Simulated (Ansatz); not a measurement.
# G0W0 on several functionals: SiC (P6_3mc)

Aim: G0W0 for SiC (P6_3mc) on several starting functionals, at one mesh, band count and screening cutoff.

Method: G0W0 on several functionals, plane waves, PAW, in Ansatz 0.2.0.

## (1) Set-up

It takes space group P6_3mc (No. 186, hexagonal). Conventional cell: a = 3.079 Å, b = 3.079 Å, c = 20.146 Å, α = 90.00°, β = 90.00°, γ = 120.00°. Si has 4 C at 1.88 to 1.89 Å nearest. Nearest to Si lie 4 C at 1.88 to 1.89 Å. Nearest to C lie 4 Si at 1.88 to 1.89 Å. Nearest to C lie 4 Si at 1.88 to 1.89 Å. Farther neighbours are not listed.

The cell and positions come from the Crystallography Open Database and are kept as given unless a step says otherwise. The default PAW set here is soft_2. Its files were made with PBE.

## (2) G0W0 on r2SCAN

G0W0 replaces the xc potential by the self-energy, built once from these orbitals. Only a window of levels is corrected, while the sums run over the empty bands that the input names.

This step: G0W0 on r2SCAN, plane waves, PAW.

File input.yaml:

```yaml
crystal:
  lattice:
    - [3.079, 0.0, 0.0]
    - [-1.5395, 2.6664922183, 0.0]
    - [0.0, 0.0, 20.146]
  atoms:
    - { symbol: Si, position: [0.3333333333, 0.6666666667, 0.25] }
    - { symbol: Si, position: [0.6666666667, 0.3333333333, 0.75] }
    - { symbol: Si, position: [0.3333333333, 0.6666666667, 0.625] }
    - { symbol: Si, position: [0.6666666667, 0.3333333333, 0.125] }
    - { symbol: Si, position: [0.0, 0.0, 0.0] }
    - { symbol: Si, position: [0.0, 0.0, 0.5] }
    - { symbol: Si, position: [0.3333333333, 0.6666666667, 0.875] }
    - { symbol: Si, position: [0.6666666667, 0.3333333333, 0.375] }
    - { symbol: C, position: [0.3333333333, 0.6666666667, 0.969] }
    - { symbol: C, position: [0.6666666667, 0.3333333333, 0.469] }
    - { symbol: C, position: [0.0, 0.0, 0.094] }
    - { symbol: C, position: [0.0, 0.0, 0.594] }
    - { symbol: C, position: [0.3333333333, 0.6666666667, 0.344] }
    - { symbol: C, position: [0.6666666667, 0.3333333333, 0.844] }
    - { symbol: C, position: [0.3333333333, 0.6666666667, 0.719] }
    - { symbol: C, position: [0.6666666667, 0.3333333333, 0.219] }
kpoints:
  mp_grid: { grid: [6, 6, 2] }
hamiltonian:
  xc: r2scan
scf:
  occupations: { method: fixed }
gw:
  n_empty_bands: 907
  ecut_chi: 180.0
  qp_bands: [v4, c4]
  qp_kpoints: band_edges
  screening: { model: contour_deformation }
```

The run is started by

```console
ansatz run input.yaml --threads 3 --pin off --max-ram 92160MiB --backend cuda --events-out ev --progress --plain --runs-dir out --devices 1 --max-vram 13GiB  # rebuilt from the run's record
```

Numbers of over 12 decimals in the logs are rounded to 6 here.

Output:

```text
GPUs: using 1 of 1 available (devices: 1).
Engine: ansatz 0.2.0, x86_64-unknown-linux-gnu
Pseudopotentials: kind: paw
Pseudopotential: Si, paw, valence charge 4, recommended cutoff 500 eV (meta_gga), Si.paw.azcp
Pseudopotential: C, paw, valence charge 4, recommended cutoff 500 eV (meta_gga), C.paw.azcp
Functional definition: r2SCAN
  parameter k0 = 0.174
  parameter k1 = 0.065
  parameter a1 = 4.9479
  exchange = r2scan_x(k0 = k0, k1 = k1, a1 = a1)
  correlation = r2scan_c
device memory: the entry about to start is reckoned to put 3.2 GiB on a device that reports 57.8 GiB free (of which the cap on the GPU budget leaves the run 13.0 GiB)
GPU FFT provider: cuFFT
GPU libraries: cuBLAS 13.8.2, cuFFT 12.4.0, cuSOLVER 12.3.4
Crystal: 16 atoms, lattice volume = 165.401 Å³
Basis set: ecut = 500 eV, 4225 PW (Γ), exchange–correlation on 96×96×600 points (64 copies of the dense FFT grid, shifted against one another)
Bands: 48, of which v1, the nominal top of the filled ones, is band 32 counted from 1 (31 counted from 0)
Symmetry: 12 space group operations
Space group: P63mc (ITA 186), of the structure as read, at distance tolerance 5.5e-5 Å
k-points: 14 of 72
Non-local potential: Si, projectors of the file, l = 0: 2, l = 1: 2, l = 2: 2
Non-local potential: C, projectors of the file, l = 0: 2, l = 1: 2, l = 2: 1
PAW form: soft (Blöchl's): semilocal exchange-correlation on the pseudo side does not see the compensation charge
PAW frozen core: Si, regenerated for the run's functional (the file was generated under x = pbe(κ = 0.804, μ = 0.219515), c = pbe(β = 0.066725))
PAW frozen core: C, regenerated for the run's functional (the file was generated under x = pbe(κ = 0.804, μ = 0.219515), c = pbe(β = 0.066725))
PAW one-centre angular grid: Si, 302 points (default); XC on 160 Gauss nodes
PAW one-centre angular grid: C, 302 points (default); XC on 239 of its mesh's 2573 points in the sphere
Initial density: superposition of atomic densities (neutral atoms: chi_scale 0, normalization atom), corrected by the library's trained network
Initial wavefunctions: pseudopotential atomic-orbital guess
GPU buffer pool allocated for 86400 grid points (all kernels)
GPU transforms: local potential and band sums: pruned to the plane-wave sphere, on 24×24×150
Functional: x = r2scan, c = r2scan; τ floored in thin density (d = 2e-4 eV/Å³)
SCF iter   1: F=—  HF=-7130.277089 eV  |F-HF|=—  |Δ(HF+E_count)|=         —  Δρ=5.90e-3  dr2=4.04e-2  dr2_τ=1.56e0  ethr=1.77e-3  ⟨swp⟩=5.0  Hψ=2658  notcnv=0  defer=188
preconditioner: auto → none  [insulator: Δε(μ)=2.083 eV  Ē_g=12.841 eV  n_scr=14 (ndim 8)  ℏωp=23.1 eV  f_vac=0.000  ε∞_Penn≈4.2]
SCF iter   2: F=—  HF=-7130.633378 eV  |F-HF|=—  |Δ(HF+E_count)|=   3.56e-1  Δρ=4.08e-3  dr2=1.52e-2  dr2_τ=3.43e-4  ethr=6.32e-5  ⟨swp⟩=3.0  Hψ=1291  notcnv=0  defer=196
SCF iter   3: F=—  HF=-7130.640276 eV  |F-HF|=—  |Δ(HF+E_count)|=   6.90e-3  Δρ=1.73e-3  dr2=3.41e-2  dr2_τ=4.35e-4  ethr=2.38e-5  ⟨swp⟩=3.4  Hψ=1097  notcnv=0  defer=196
SCF iter   4: F=—  HF=-7130.633703 eV  |F-HF|=—  |Δ(HF+E_count)|=   6.57e-3  Δρ=5.66e-4  dr2=2.09e-3  dr2_τ=3.86e-5  ethr=2.38e-5  ⟨swp⟩=3.3  Hψ=969  notcnv=0  defer=196
SCF iter   5: F=—  HF=-7130.633320 eV  |F-HF|=—  |Δ(HF+E_count)|=   3.83e-4  Δρ=1.72e-4  dr2=5.27e-5  dr2_τ=3.83e-6  ethr=3.26e-6  ⟨swp⟩=2.4  Hψ=947  notcnv=0  defer=196
SCF iter   6: F=—  HF=-7130.633317 eV  |F-HF|=—  |Δ(HF+E_count)|=   2.80e-6  Δρ=5.30e-5  dr2=2.52e-6  dr2_τ=1.44e-7  ethr=8.23e-8  ⟨swp⟩=2.1  Hψ=971  notcnv=0  defer=164
SCF iter   7: F=—  HF=-7130.633318 eV  |F-HF|=—  |Δ(HF+E_count)|=   9.12e-7  Δρ=1.94e-5  dr2=7.56e-7  dr2_τ=3.22e-8  ethr=3.93e-9  ⟨swp⟩=2.0  Hψ=914  notcnv=0  defer=165
SCF iter   8: F=-7130.633318 eV  HF=-7130.633318 eV  |F-HF|=4.39e-8  |Δ(HF+E_count)|=   9.50e-8  Δρ=6.05e-6  dr2=8.15e-8  dr2_τ=1.42e-9  ethr=1.56e-10  ⟨swp⟩=12.4  Hψ=3735  notcnv=0
SCF 1 converged in 8 iterations: F = -7130.633318 eV  dr2 = 8.15e-8
  greatest PAW one-centre occupation: 0.659 electrons in one spin orbital (limit 2), on the C atom at site 13 (counted from 0), in its partial waves of l = 0
device memory: the entry about to start is reckoned to put 3.8 GiB (of the 3.9 GiB reckoned in all, the device holds 0.1 GiB already) on a device that reports 55.7 GiB free (of which the cap on the GPU budget leaves the run 12.9 GiB)
NSCF: frozen V_eff on 14 k-points
the band table was solved once the SCF had ended and its energy, with any forces and stress, was formed, with the checks that follow a solve (2897 applications of the Hamiltonian). They found nothing against the state; the energy, forces and stress were not computed again (output.eigenvalues in the input reference)
device memory: the entry about to start is reckoned to put 12.4 GiB on a device that reports 55.7 GiB free (of which the cap on the GPU budget leaves the run 13.0 GiB)
NSCF: frozen V_eff on 14 k-points
G₀W₀ screening: q 1/14
[... further progress lines ...]
SCF converged after 8 iterations
Free energy (F): -7130.633318 eV
Harris-Foulkes:  -7130.633318 eV  (|F-HF|=4.39e-8)
Internal energy: -7130.633318 eV  (E = F + TS)
E sigma→0 (E₀):  -7130.633318 eV
Fermi energy:    9.404770 eV
--- Per-component energies (eV) ---
  E_band       = 204.432323
  E_kinetic    = 1088.444907
  E_local      = -830.545000  (includes V_loc(G=0)·N_el)
  E_nonlocal   = 402.807898
  E_hartree    = 260.725784
  E_xc         = -810.877981
  E_vxc        = -949.127346  (∫ρ·V_xc dr)
  E_paw        = -4962.341566  (= ΣΔE_a)
  E_vpaw       = -73.151746  (= ΣTr[D̂ρ^β])
  E_aug_tail   = 0.000066  (compensation charges beyond the density's cutoff)
  E_vtau       = 44.550296  (kinetic-family band-sum trace: ∫τ·v_τ [+ j·A + Jᵃ·Aᵃ] dr)
  E_ewald      = -2278.037772
  E_core_change = -0.809654  (= ΣΔE_core)
  E_smearing   = -0.000000  (= −TS)
  E_closure    = 0.000000  (closes the sum)
  Σ components = -7130.633318   (vs F -7130.633318, Δ=0.00e0)
--- Band table (eV; the first three rows and the last of 14) ---
  k-point 0: bands = [... 28 lower, 9.2203, 9.4021, 9.4021, 9.4048, 15.1843, 15.2496, 15.5843, 15.8485, ... 12 higher]
  k-point 1: bands = [... 28 lower, 9.3456, 9.3456, 9.3456, 9.3456, 15.2123, 15.2123, 15.6923, 15.6923, ... 12 higher]
  k-point 2: bands = [... 28 lower, 8.8191, 8.8608, 9.1051, 9.1583, 14.6552, 14.8882, 14.9097, 15.3915, ... 12 higher]
  k-point 13: bands = [... 28 lower, 6.7008, 6.7008, 7.3193, 7.3193, 13.4352, 13.4352, 13.8145, 13.8145, ... 12 higher]
--- G₀W₀: contour deformation, 7 samples at zero and on the imaginary axis and 1 off it, 72 q-points, 907 empty bands' worth ---
  eigenvalues of the whole cell's RPA ε∞ on this k-mesh (on a slab, of 1 + 4πα/V) = 6.1584, 6.3131, 6.3131; static W/v taken at q = 0 is 0.157027
  bands read: the sum over 939 bands ends inside a degenerate multiplet in 7 slots, whose members it reads at an even weight; the widest, k=1: bands 937 to 940 (counted from 1) at 3/4 each
  gw.qp_kpoints: band_edges: 10 of 14 stored k-points solved, in 1 pass; an edge of the gap read off the rows below is read off those points alone
    valence top: of the k-points left out ik 8 came nearest to being solved in a further pass, in band 32 (counted from 1, as in the quasiparticle table): it holds the edge there only if its correction is more favourable than any solved in that band by at least 0.620 eV; those differ by 0.088 eV
    conduction bottom: of the k-points left out ik 10 came nearest to being solved in a further pass, in band 33 (counted from 1, as in the quasiparticle table): it holds the edge there only if its correction is more favourable than any solved in that band by at least 1.288 eV; those differ by 0.134 eV
    ik  band        ε_KS         Σx   Σc(E_QP)       V_xc       Z   E_QP_lin       E_QP  E_QP is
     0    29      9.2203   -18.4159     1.9387   -15.8763  0.7997     8.6170     8.6194  root
     0    30      9.4021   -18.3933     1.8929   -15.9060  0.8003     8.8054     8.8077  root
     0    31      9.4021   -18.3933     1.8929   -15.9060  0.8003     8.8054     8.8077  root
     0    32      9.4048   -18.2624     1.8091   -15.8670  0.8011     8.8164     8.8185  root
     0    33     15.1843    -8.9811    -4.7723   -13.9787  0.8126    15.4099    15.4095  root
     0    34     15.2496    -8.9288    -4.7863   -13.9398  0.8123    15.4747    15.4743  root
     0    35     15.5843    -8.9169    -4.8367   -13.9835  0.8110    15.8146    15.8142  root
     0    36     15.8485    -8.7899    -4.9044   -13.9269  0.8089    16.0814    16.0810  root
     1    29      9.3456   -18.3989     1.9070   -15.8950  0.8001     8.7465     8.7488  root
     1    30      9.3456   -18.3989     1.9070   -15.8950  0.8001     8.7465     8.7488  root
     1    31      9.3456   -18.3989     1.9070   -15.8950  0.8001     8.7465     8.7488  root
     1    32      9.3456   -18.3989     1.9070   -15.8950  0.8001     8.7465     8.7488  root
     1    33     15.2123    -8.9611    -4.7778   -13.9641  0.8124    15.4378    15.4374  root
     1    34     15.2123    -8.9611    -4.7778   -13.9641  0.8124    15.4378    15.4374  root
     1    35     15.6923    -8.8579    -4.8628   -13.9509  0.8102    15.9230    15.9226  root
     1    36     15.6923    -8.8579    -4.8628   -13.9509  0.8102    15.9230    15.9226  root
     2    29      8.8191   -18.4796     2.0335   -15.8272  0.7982     8.1976     8.2002  root
     2    30      8.8608   -18.4798     2.0308   -15.8302  0.7984     8.2394     8.2420  root
     2    31      9.1051   -18.3121     1.8858   -15.8271  0.8000     8.5035     8.5059  root
     2    32      9.1583   -18.5208     1.9550   -15.9624  0.7994     8.5525     8.5549  root
     2    33     14.6552    -7.2146    -4.6286   -12.0164  0.8179    14.8286    14.8283  root
     2    34     14.8882    -7.3464    -4.6675   -12.1960  0.8171    15.0705    15.0702  root
     2    35     14.9097    -7.3685    -4.6671   -12.2121  0.8163    15.0864    15.0861  root
     2    36     15.3915    -7.4166    -4.7536   -12.3562  0.8142    15.5778    15.5774  root
[...]
13    29      6.7008   -18.1658     2.5002   -14.9719  0.7883     6.0025     6.0071  root
    13    30      6.7008   -18.1658     2.5002   -14.9719  0.7883     6.0025     6.0071  root
    13    31      7.3193   -18.5085     2.3770   -15.4621  0.7914     6.6461     6.6500  root
    13    32      7.3193   -18.5085     2.3770   -15.4621  0.7914     6.6461     6.6500  root
    13    33     13.4352    -6.8567    -4.2710   -11.2466  0.8239    13.5542    13.5541  root
    13    34     13.4352    -6.8567    -4.2710   -11.2466  0.8239    13.5542    13.5541  root
    13    35     13.8145    -7.1511    -4.3837   -11.6791  0.8218    13.9589    13.9588  root
    13    36     13.8145    -7.1511    -4.3837   -11.6791  0.8218    13.9589    13.9588  root
```

It took 2.9 min on 1 × NVIDIA H100 80GB HBM3 (shared by 6 runs) with 3 threads of AMD EPYC 7R13 (Zen 3), shared host; peak memory 4.2 GiB; 4.5 min of CPU time.

Numbers from this step:

| Item | Value |
| --- | --- |
| bands summed | 939 |
| RPA ε∞ on this mesh (eigenvalues) | 6.158, 6.313, 6.313 |
| plane waves in the screening matrix | 927 |
| q-points in the mesh | 72 |
| G0W0 gap on the mesh | 2.814 eV |
| k of the valence top | 0, 0, 0 |
| k of the conduction bottom | 0, -0.5, 0 |
| starting gap on the mesh | 2.136 eV |
| Z at the valence top | 0.8011 |
| Z at the conduction bottom | 0.8266 |
| least direct G0W0 gap on the computed points | 4.019 eV |

The gap on the mesh goes from 2.14 eV to 2.81 eV, a correction of +0.68 eV. Between the two edge states, bare exchange in place of the xc potential would open the gap by 6.44 eV, and correlation takes back 5.76 eV.

[end of part 1 of 2]

[Paths, hosts, dates, memory and timing lines, banners, echoed tables and standing remarks are left out of the program output.]

[Logs are printed without paths, hosts, clocks, repeated set-up lines and the standing remarks that a program may print on its own settings, such as how far it seeks lower states.]

[Runs of the session that timed out or met a known fault of the program may be left out.]

[Cells called generated may have been cut or substituted from an entry of the Crystallography Open Database or the Materials Project.]

[Hosts, paths, dates, database ids (printed as entryN), source tags and the programs' standing remarks are cut or masked in the printed files.]
